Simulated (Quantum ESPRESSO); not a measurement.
# AlSi3 (Pm-3m): from the cell to the phonon bands

How does AlSi3 (Pm-3m) vibrate, and is this structure a minimum?

Calculated with Quantum ESPRESSO 7.5; DFT LDA, scalar-relativistic, plane waves, PseudoDojo norm-conserving pseudopotentials.

The structure was built from a prototype and need not be the compound's stable phase.

## (1) Starting point

Symmetry: Pm-3m, No. 221, cubic system. The conventional cell has a = 3.894 Å, b = 3.894 Å, c = 3.894 Å, α = 90.00°, β = 90.00°, γ = 90.00°. Nearest to Al lie 12 Si at 2.75 Å. Si has 4 Al at 2.75 Å and 8 Si at 2.75 Å nearest. Farther neighbours are not listed.

Coordinates:

```
Al Si
1.0
     3.89388    0.00000    0.00000
     0.00000    3.89388    0.00000
     0.00000    0.00000    3.89388
Al Si
1 3
Cartesian
  0.0000 0.0000 0.0000
  0.0000 1.9469 1.9469
  1.9469 0.0000 1.9469
  1.9469 1.9469 0.0000
```

## (2) A probe with smearing

Before anything dear is run, a loose run with smearing shows whether this is a metal and how far the cell is from rest.

Contents of probe.in:

```
&control
   calculation = 'scf'
   prefix = 'x'
   outdir = './tmp'
   pseudo_dir = './pseudo'
   tprnfor = .true.
   tstress = .true.
   verbosity = 'high'
/
&system
   ibrav = 1
   celldm(1) = 7.35835918
   nat = 4
   ntyp = 2
   ecutwfc = 32.0
   occupations = 'smearing'
   smearing = 'gaussian'
   degauss = 0.01
/
&electrons
   conv_thr = 1.0d-07
   mixing_beta = 0.7
   electron_maxstep = 100
/
ATOMIC_SPECIES
 Al     26.9815  Al.upf
 Si     28.0850  Si.upf
ATOMIC_POSITIONS crystal
 Al     0.000000000   0.000000000   0.000000000
 Si     0.000000000   0.500000000   0.500000000
 Si     0.500000000   0.000000000   0.500000000
 Si     0.500000000   0.500000000   0.000000000
K_POINTS automatic
 6 6 6 0 0 0
```

Launch:

```
OMP_NUM_THREADS=1 mpirun -n 4 pw.x -nk 4 -in probe.in > probe.out
```

Output:

```text
[banners, grids, parts of the stress and lines that vanish by symmetry left out]
Program PWSCF v.7.5
     bravais-lattice index     =            1
     lattice parameter (alat)  =       7.3584  a.u.
[...]
kinetic-energy cutoff     =      32.0000  Ry
     charge density cutoff     =     128.0000  Ry
     scf convergence threshold =      1.0E-07
[...]
Exchange-correlation= SLA  PW   NOGX NOGC
                           (   1   4   0   0   0   0   0)
[...]
48 Sym. Ops., with inversion, found
[...]
(     0          1          0      )
                  (     0          0          1      )
[...]
(  0.0000000  1.0000000  0.0000000 )
                  (  0.0000000  0.0000000  1.0000000 )
[...]
(     0         -1          0      )
                  (     0          0          1      )
[...]
(     1          0          0      )
[...]
( -1.0000000  0.0000000  0.0000000 )
                  (  0.0000000  1.0000000  0.0000000 )
[...]
number of k points=    20  Gaussian smearing, width (Ry)=  0.0100
[...]
End of self-consistent calculation
[...]
the Fermi energy is     9.8836 ev
!    total energy              =     -30.20414008 Ry
[...]
convergence has been achieved in   5 iterations
[...]
atom    1 type  1   force =     0.00000000    0.00000000    0.00000000
     atom    2 type  2   force =     0.00000000    0.00000000    0.00000000
     atom    3 type  2   force =     0.00000000    0.00000000    0.00000000
     atom    4 type  2   force =     0.00000000    0.00000000    0.00000000
[...]
Total force =     0.000000     Total SCF correction =     0.000000
[...]
total   stress  (Ry/bohr**3)                   (kbar)     P=      -29.60
[...]
XML data file, charge density, pseudopotentials, collected wavefunctions

   JOB DONE.
```

The job ended after 1.7 s (4 MPI ranks of Arm Neoverse V1, shared host; 6.6 s of CPU time).

Numbers from this step:

* volume per atom: 14.76 Å³
* pressure: -2.960 GPa
* gap on the k-mesh: 0 eV

No gap opens on this mesh, so smearing is kept; the start stands at -3.0 GPa.

## (3) Relaxation

The harmonic expansion starts where the forces on the atoms vanish, and stress shifts the frequencies, so cell and atoms are relaxed with tight thresholds.

Contents of relax.in:

```
&control
   calculation = 'vc-relax'
   prefix = 'x'
   outdir = './tmp'
   pseudo_dir = './pseudo'
   tprnfor = .true.
   tstress = .true.
   forc_conv_thr = 2.0d-05
   etot_conv_thr = 1.0d-07
   nstep = 40
/
&system
   ibrav = 1
   celldm(1) = 7.35835918
   nat = 4
   ntyp = 2
   ecutwfc = 32.0
   occupations = 'smearing'
   smearing = 'mv'
   degauss = 0.02
/
&electrons
   conv_thr = 1.0d-11
   mixing_beta = 0.7
   electron_maxstep = 100
/
&ions
/
&cell
   press_conv_thr = 0.2
/
ATOMIC_SPECIES
 Al     26.9815  Al.upf
 Si     28.0850  Si.upf
ATOMIC_POSITIONS crystal
 Al     0.000000000   0.000000000   0.000000000
 Si     0.000000000   0.500000000   0.500000000
 Si     0.500000000   0.000000000   0.500000000
 Si     0.500000000   0.500000000   0.000000000
K_POINTS automatic
 8 8 8 0 0 0
```

Launch:

```
OMP_NUM_THREADS=1 mpirun -n 4 pw.x -nk 4 -in relax.in > relax.out
```

Output:

```text
[banners, grids, parts of the stress and lines that vanish by symmetry left out]
[banner, memory and clock lines left out]
Program PWSCF v.7.5

[...]
kinetic-energy cutoff     =      32.0000  Ry
     charge density cutoff     =     128.0000  Ry
     scf convergence threshold =      1.0E-11
[...]
energy convergence thresh.=      1.0E-07
     force convergence thresh. =      2.0E-05
     press convergence thresh. =      2.0E-01
     Exchange-correlation= SLA  PW   NOGX NOGC
                           (   1   4   0   0   0   0   0)
[...]
48 Sym. Ops., with inversion, found
[...]
number of k points=    35  Marzari-Vanderbilt smearing, width (Ry)=  0.0200
[...]
End of self-consistent calculation
[...]
the Fermi energy is     9.9894 ev
!    total energy              =     -30.21171908 Ry
[...]
convergence has been achieved in   9 iterations
[...]
atom    1 type  1   force =     0.00000000    0.00000000    0.00000000
     atom    2 type  2   force =     0.00000000    0.00000000    0.00000000
     atom    3 type  2   force =     0.00000000    0.00000000    0.00000000
     atom    4 type  2   force =     0.00000000    0.00000000    0.00000000
     Total force =     0.000000     Total SCF correction =     0.000000
[...]
total   stress  (Ry/bohr**3)                   (kbar)     P=      -29.53
[...]
number of bfgs steps    =   0
[...]
CELL_PARAMETERS (alat=  7.35835918)
[...]
ATOMIC_POSITIONS (crystal)
Al               0.0000000000        0.0000000000        0.0000000000
Si               0.0000000000        0.5000000000        0.5000000000
Si               0.5000000000        0.0000000000        0.5000000000
Si               0.5000000000        0.5000000000        0.0000000000
[...]
New effective cutoffs (rho, wfc):  128.15   32.31
[...]
End of self-consistent calculation
[...]
the Fermi energy is    10.1851 ev
!    total energy              =     -30.21266946 Ry
[...]
convergence has been achieved in   5 iterations
[...]
atom    1 type  1   force =     0.00000000    0.00000000    0.00000000
     atom    2 type  2   force =     0.00000000    0.00000000    0.00000000
     atom    3 type  2   force =     0.00000000    0.00000000    0.00000000
     atom    4 type  2   force =     0.00000000    0.00000000    0.00000000
     Total force =     0.000000     Total SCF correction =     0.000000
[...]
total   stress  (Ry/bohr**3)                   (kbar)     P=      -17.15
[...]
number of bfgs steps    =   1
[...]
CELL_PARAMETERS (alat=  7.35835918)
[...]
ATOMIC_POSITIONS (crystal)
[...]
New effective cutoffs (rho, wfc):  129.92   32.76
[...]
End of self-consistent calculation
[...]
the Fermi energy is    10.4546 ev
!    total energy              =     -30.21311540 Ry
[...]
convergence has been achieved in   8 iterations
[...]
atom    1 type  1   force =     0.00000000    0.00000000    0.00000000
     atom    2 type  2   force =     0.00000000    0.00000000    0.00000000
     atom    3 type  2   force =     0.00000000    0.00000000    0.00000000
     atom    4 type  2   force =     0.00000000    0.00000000    0.00000000
     Total force =     0.000000     Total SCF correction =     0.000000
[...]
total   stress  (Ry/bohr**3)                   (kbar)     P=        1.01
[...]
number of bfgs steps    =   2
[...]
CELL_PARAMETERS (alat=  7.35835918)
[...]
ATOMIC_POSITIONS (crystal)
[...]
New effective cutoffs (rho, wfc):  129.82   32.73
[...]
End of self-consistent calculation
[...]
the Fermi energy is    10.4396 ev
!    total energy              =     -30.21311686 Ry
[...]
convergence has been achieved in   5 iterations
[...]
atom    1 type  1   force =     0.00000000    0.00000000    0.00000000
     atom    2 type  2   force =     0.00000000    0.00000000    0.00000000
     atom    3 type  2   force =     0.00000000    0.00000000    0.00000000
     atom    4 type  2   force =     0.00000000    0.00000000    0.00000000
     Total force =     0.000000     Total SCF correction =     0.000000
[...]
total   stress  (Ry/bohr**3)                   (kbar)     P=       -0.03
[...]
number of bfgs steps    =   3
[...]
small trust_radius: resetting bfgs history
[...]
CELL_PARAMETERS (alat=  7.35835918)
[...]
ATOMIC_POSITIONS (crystal)
[...]
New effective cutoffs (rho, wfc):  129.82   32.73
[...]
End of self-consistent calculation
[...]
the Fermi energy is    10.4398 ev
!    total energy              =     -30.21311686 Ry
[...]
convergence has been achieved in   3 iterations
[...]
atom    1 type  1   force =     0.00000000    0.00000000    0.00000000
     atom    2 type  2   force =     0.00000000    0.00000000    0.00000000
     atom    3 type  2   force =     0.00000000    0.00000000    0.00000000
     atom    4 type  2   force =     0.00000000    0.00000000    0.00000000
     Total force =     0.000000     Total SCF correction =     0.000000
[...]
total   stress  (Ry/bohr**3)                   (kbar)     P=       -0.02
[...]
bfgs converged in   5 scf cycles and   4 bfgs steps
[...]
End of BFGS Geometry Optimization
     Final enthalpy           =     -30.2131168598 Ry
     File ./tmp/x.bfgs deleted, as requested
[...]
CELL_PARAMETERS (alat=  7.35835918)
[...]
ATOMIC_POSITIONS (crystal)
[...]
Si               0.5000000000        0.0000000000        0.5000000000
Si               0.5000000000        0.5000000000        0.0000000000
[...]
Final scf calculation at the relaxed structure.
[...]
kinetic-energy cutoff     =      32.0000  Ry
     charge density cutoff     =     128.0000  Ry
     scf convergence threshold =      1.0E-13
[...]
press convergence thresh. =      2.0E-01
     Exchange-correlation= SLA  PW   NOGX NOGC
                           (   1   4   0   0   0   0   0)
[...]
48 Sym. Ops., with inversion, found
[...]
number of k points=    35  Marzari-Vanderbilt smearing, width (Ry)=  0.0200
[...]
c_bands:  1 eigenvalues not converged
     c_bands:  1 eigenvalues not converged
[...]
End of self-consistent calculation
[...]
the Fermi energy is    10.4399 ev
!    total energy              =     -30.21304055 Ry
[...]
convergence has been achieved in  10 iterations
[...]
atom    1 type  1   force =     0.00000000    0.00000000    0.00000000
     atom    2 type  2   force =     0.00000000    0.00000000    0.00000000
     atom    3 type  2   force =     0.00000000    0.00000000    0.00000000
     atom    4 type  2   force =     0.00000000    0.00000000    0.00000000
     Total force =     0.000000     Total SCF correction =     0.000000
[...]
total   stress  (Ry/bohr**3)                   (kbar)     P=       -0.13
[...]
XML data file, charge density, pseudopotentials, collected wavefunctions
```

The job ended after 13 s (4 MPI ranks).

Step by step:

```
step  energy less that of the first step (eV)  largest force (eV/Å)  pressure (GPa)  volume (Å³)
   1                                   0.0000                0.0000           -2.95        59.04
   2                                  -0.0129                0.0000           -1.71        58.16
   3                                  -0.0190                0.0000            0.10        56.97
   4                                  -0.0190                0.0000            0.00        57.04
   5                                  -0.0190                0.0000            0.00        57.04
   6                                  -0.0180                0.0000           -0.01        57.04
```

```
conventional cell, symmetrised  before  after  change
                         a (Å)   3.894  3.849  -1.1 %
                         b (Å)   3.894  3.849  -1.1 %
                         c (Å)   3.894  3.849  -1.1 %
              volume (Å³/atom)   14.76  14.26  -3.4 %
```

The relaxed structure:

```
Al Si
1.0
     3.84935    0.00000    0.00000
     0.00000    3.84935    0.00000
     0.00000    0.00000    3.84935
Al Si
1 3
Direct
  0.00000 0.00000 0.00000
  0.00000 0.50000 0.50000
  0.50000 0.00000 0.50000
  0.50000 0.50000 0.00000
```

The last row of the table of steps is pw.x's closing run on a basis chosen anew for the final cell, so its energy can jump.

Read from the output:

* volume per atom: 14.26 Å³
* pressure: -0.01300 GPa

The volume changes by -3.4 % from the cell with which this run began.

## (4) Ground state

The response is built on this ground state, so it is converged far tighter than an energy would need. Smearing stays on, as the first look found no gap above 0.3 eV.

Contents of scf.in:

```
&control
   calculation = 'scf'
   prefix = 'x'
   outdir = './tmp'
   pseudo_dir = './pseudo'
   tprnfor = .true.
   tstress = .true.
/
&system
   ibrav = 1
   celldm(1) = 7.27420855
   nat = 4
   ntyp = 2
   ecutwfc = 32.0
   occupations = 'smearing'
   smearing = 'mv'
   degauss = 0.02
/
&electrons
   conv_thr = 1.0d-12
   mixing_beta = 0.7
   electron_maxstep = 100
/
ATOMIC_SPECIES
 Al     26.9815  Al.upf
 Si     28.0850  Si.upf
ATOMIC_POSITIONS crystal
 Al     0.000000000   0.000000000   0.000000000
 Si     0.000000000   0.500000000   0.500000000
 Si     0.500000000   0.000000000   0.500000000
 Si     0.500000000   0.500000000   0.000000000
K_POINTS automatic
 8 8 8 0 0 0
```

Launch:

```
OMP_NUM_THREADS=1 mpirun -n 4 pw.x -nk 4 -in scf.in > scf.out
```

Output:

```text
[banners, grids, parts of the stress and lines that vanish by symmetry left out]
[banner, memory and clock lines left out]
Program PWSCF v.7.5

[...]
kinetic-energy cutoff     =      32.0000  Ry
     charge density cutoff     =     128.0000  Ry
     scf convergence threshold =      1.0E-12
[...]
Exchange-correlation= SLA  PW   NOGX NOGC
                           (   1   4   0   0   0   0   0)
[...]
48 Sym. Ops., with inversion, found
[...]
number of k points=    35  Marzari-Vanderbilt smearing, width (Ry)=  0.0200
[...]
End of self-consistent calculation
[...]
the Fermi energy is    10.4399 ev
!    total energy              =     -30.21304055 Ry
[...]
convergence has been achieved in   9 iterations
[...]
atom    1 type  1   force =     0.00000000    0.00000000    0.00000000
     atom    2 type  2   force =     0.00000000    0.00000000    0.00000000
     atom    3 type  2   force =     0.00000000    0.00000000    0.00000000
     atom    4 type  2   force =     0.00000000    0.00000000    0.00000000
     Total force =     0.000000     Total SCF correction =     0.000000
[...]
total   stress  (Ry/bohr**3)                   (kbar)     P=       -0.13
[...]
XML data file, charge density, pseudopotentials, collected wavefunctions
```

It took 3.4 s on 4 MPI ranks.

The cell stands at -0.013 GPa, close enough for phonons.

(Continued in part 2 of 3.)

[Host names and launcher messages were left out of these logs when they were recorded.]

[Logs are printed without paths, hosts, clocks, repeated set-up lines and the standing remarks that a program may print on its own settings, such as how far it seeks lower states.]

[Hosts, paths, dates, database ids (printed as entryN), source tags and the programs' standing remarks are cut or masked in the printed files.]
